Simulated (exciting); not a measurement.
# SiC (Moissanite 3C): the Si K edge from the Bethe–Salpeter equation, part 2 of 2

Aim: the Si K absorption edge of SiC (Moissanite 3C) with the electron–hole interaction treated explicitly, and what each term of the kernel does. The measurement to meet: XANES on cubic SiC powder, reported in High-Quality Epitaxial N Doped Graphene on SiC with Tunable Interfacial Interactions via Electron/Ion Bridges for Stable Lithium-Ion Storage (pmc:10439101, 2023), with first peak at 1845.5 eV, second peak at 1851.8 eV and third peak at 1859.2 eV.

exciting sodium; X-ray absorption, core-level Bethe-Salpeter equation, exchange and statically screened direct term, Tamm-Dancoff, all-electron LAPW+lo PBE.

So far. Step 7 (Direct term alone): Maxima (height): 4.9 eV (1.00), 11.1 eV (0.36) and 18.2 eV (0.78). The spectrum is that of the singlet run within 1 %. Step 8 (A changed run): The input has a fault: far too few conduction bands in the BSE. The spectrum differs from the singlet run by 83 % r.m.s. The highest maximum lies at 5.2 eV (0.26), against 4.9 eV (1.00). Transitions to the missing bands are absent and can't mix into the lines that are left.

## (9) Coarser mesh

Changed against the first singlet run: k mesh from 6×6×6 to 4×4×4.

The input, input.xml:

```
<input>
  <title>SiC</title>
  <structure speciespath="." autormt="false" epslat="1.0e-5">
    <crystal>
      <basevect>0.0000000000 4.1177132248 4.1177132248</basevect>
      <basevect>4.1177132248 0.0000000000 4.1177132248</basevect>
      <basevect>4.1177132248 4.1177132248 0.0000000000</basevect>
    </crystal>
    <species speciesfile="Si.xml" rmt="2.005">
      <atom coord="0.0000000000 0.0000000000 0.0000000000"/>
    </species>
    <species speciesfile="C.xml" rmt="1.454">
      <atom coord="0.7500000000 0.7500000000 0.7500000000"/>
    </species>
  </structure>
  <groundstate do="skip" xctype="GGA_PBE" ngridk="6 6 6" rgkmax="7" gmaxvr="14" nempty="8" swidth="0.001" maxscl="100" epsengy="1e-5"/>
  <xs xstype="BSE" ngridk="4 4 4" ngridq="4 4 4" vkloff="0.097 0.273 0.493" rgkmax="7" nempty="15" gqmax="3" lmaxapwwf="5" lmaxemat="2" broad="0.01654" tevout="true">
    <energywindow intv="64.998 66.615" points="439"/>
    <screening screentype="full" nempty="29"/>
    <BSE xas="true" xasspecies="1" xasatom="1" xasedge="K" bsetype="singlet" nstlxas="1 11"/>
    <qpointset>
      <qpoint>0 0 0</qpoint>
    </qpointset>
    <plan>
      <doonly task="xsgeneigvec"/>
      <doonly task="writepmatxs"/>
      <doonly task="scrgeneigvec"/>
      <doonly task="scrwritepmat"/>
      <doonly task="screen"/>
      <doonly task="scrcoulint"/>
      <doonly task="exccoulint"/>
    </plan>
  </xs>
</input>
```

The input, input.xml for the last start (plan only):

```
  <plan>
    <doonly task="bse"/>
  </plan>
```

Run with:

```bash
$ OMP_NUM_THREADS=1 mpirun -n 4 exciting
$ OMP_NUM_THREADS=4 exciting
```

Numbers of over 12 decimals in the logs are rounded to 6 here.

Output:

```text
| EXCITING SODIUM started for task xsgeneigvec ( 301)                          =
One-shot GS runs for BSE calculations
One-shot GS runs for k+qmt/2 grids
Info(xsgeneigvec): Generating eigenvectors for Q-point      1
Info(xsgeneigvec): Generation of eigenvectors finished
| EXCITING SODIUM started for task writepmatxs ( 320)                          =
Info(writepmatxs): Momentum matrix elements finished
| EXCITING SODIUM started for task scrgeneigvec ( 401)                         =
One-shot GS runs for BSE calculations
One-shot GS runs for k+qmt/2 grids
[...]
Info(setup_bse_block): Setting up RR part of hamiltonian
Info(setup_bse_block): Singlet spin state
Info(bse): Diagonalizing RR Hamiltonian (TDA)
Info(bse): Invoking Lapack routine ZHEEVR
      1408 eigen solutions found in the interval:
         i1=       1 i2=    1408
Info(bse): Writing excition energies and oscillator strengths to text file.
Info(makespectrum_dist): Making spectrum using formula for coupling with time reversed AR basis.
Info(makespectrum_dist): Using formalism for vanishing momentum transfer.
Info(writederived): Writing quantities derived from the macroscopic dielectric function.
Info(bselauncher): Spectrum finished for iqmt=  1
Info(bselauncher): All done for BSE type singlet
```

The job ended after 1.7 min (4 MPI ranks of Arm Neoverse V1, shared host).

These settings are cheaper. The spectrum differs from the singlet run by 4 % r.m.s. The first bright state moves from -0.09 to 0.02 eV. The lowest bare transition of this run lies at 0.55 eV, against 0.25. A coarse mesh samples few band energies, and it inflates the long-range part of the attraction.

```csv
E (eV),first run,this run
-2.0,0.03,0.03
-1.0,0.06,0.06
0.0,0.18,0.18
1.0,0.34,0.33
2.0,0.50,0.51
3.0,0.65,0.67
4.0,0.80,0.78
5.0,1.00,0.99
6.0,0.54,0.53
7.0,0.41,0.40
8.0,0.35,0.34
9.0,0.29,0.30
10.0,0.26,0.29
11.0,0.36,0.36
12.0,0.21,0.20
13.0,0.15,0.16
14.0,0.19,0.19
15.0,0.20,0.19
16.0,0.22,0.22
17.0,0.41,0.38
18.0,0.75,0.79
19.0,0.43,0.44
```

## (10) The levels of theory side by side

```csv
level,curve passes 0.15 (eV),highest maximum (eV),its height
IP,3.1,6.6,0.64
RPA,3.2,6.6,0.64
direct only,-0.1,4.9,1.00
singlet,-0.1,4.9,1.00
```

```csv
E (eV),IP,RPA,direct only,singlet
-2.0,0.01,0.01,0.03,0.03
-1.0,0.01,0.01,0.06,0.06
0.0,0.03,0.03,0.18,0.18
1.0,0.05,0.05,0.34,0.34
2.0,0.09,0.09,0.51,0.50
3.0,0.14,0.14,0.65,0.65
4.0,0.21,0.21,0.80,0.80
5.0,0.28,0.27,0.99,1.00
6.0,0.54,0.54,0.54,0.54
7.0,0.62,0.62,0.41,0.41
8.0,0.54,0.54,0.35,0.35
9.0,0.49,0.49,0.29,0.29
10.0,0.38,0.38,0.26,0.26
11.0,0.34,0.34,0.35,0.36
12.0,0.53,0.53,0.21,0.21
13.0,0.30,0.30,0.15,0.15
14.0,0.23,0.23,0.19,0.19
15.0,0.21,0.21,0.20,0.20
16.0,0.18,0.18,0.22,0.22
17.0,0.13,0.13,0.41,0.41
18.0,0.18,0.18,0.75,0.75
19.0,0.35,0.34,0.43,0.43
```

## (11) Against the measurement

The computed energies are raised by 59.9 eV, which puts the computed line on the measured first peak. Each other feature is matched to a computed maximum within 0.8 eV or a fifth of its distance from that line, whichever is more; this matching is ours and leans towards agreement, and the line to align on was chosen with computed spectra in view. The paper's table may not list every feature of the spectrum.

```csv
feature,measured (eV),BSE (eV),its height,difference (eV)
first peak,1845.5,1845.5,1.00,set
second peak,1851.8,1851.6,0.36,-0.2
third peak,1859.2,1858.7,0.78,-0.5
```

## (12) Outcome

```json
{
 "absorber and edge": "Si K, atom 1",
 "surroundings": "4 C at 1.89 Å (tetrahedral, site symmetry -43m)",
 "first bright state": "-0.09 eV from the Kohn–Sham onset, on this mesh",
 "highest maximum": "4.9 eV",
 "cost of the BSE run": "11 min on 4 MPI ranks of Arm Neoverse V1, shared host; the last task ran on as many threads"
}
```

Against pmc:10439101, the separations are off by -0.2 and -0.5 eV. Is a core exciton bound? Undecided on this mesh: the first bright state (over 5 % of the brightest) lies at -0.09 eV from the Kohn–Sham onset and at -0.34 eV from the lowest bare transition of its own mesh. Exchange alone changes the independent-particle spectrum by 0.2 % r.m.s. Leaving exchange out of the full kernel changes the spectrum by 0.3 % r.m.s. Binding energies aren't converged on 216 k points. The kernel cutoff is low for a compact core orbital, so the effect of exchange is a lower bound. The zero comes from the unshifted 6×6×6 ground-state mesh; it is exact only where the band minimum lies on that mesh. The Kohn–Sham onset, 1781 eV, is no photon energy (tabulated edge of the element: 1839 eV): the scale needs a rigid shift. No quasiparticle correction widens the gap or stretches the bands. Vibrations and energy-dependent lifetimes are left out. The structure is a published determination, not relaxed.

[Banner, clock and machine lines of the logs are left out without a mark of their own.]

[Logs are printed without paths, hosts, clocks, repeated set-up lines and the standing remarks that a program may print on its own settings, such as how far it seeks lower states.]

[Hosts, paths, dates, database ids (printed as entryN), source tags and the programs' standing remarks are cut or masked in the printed files.]
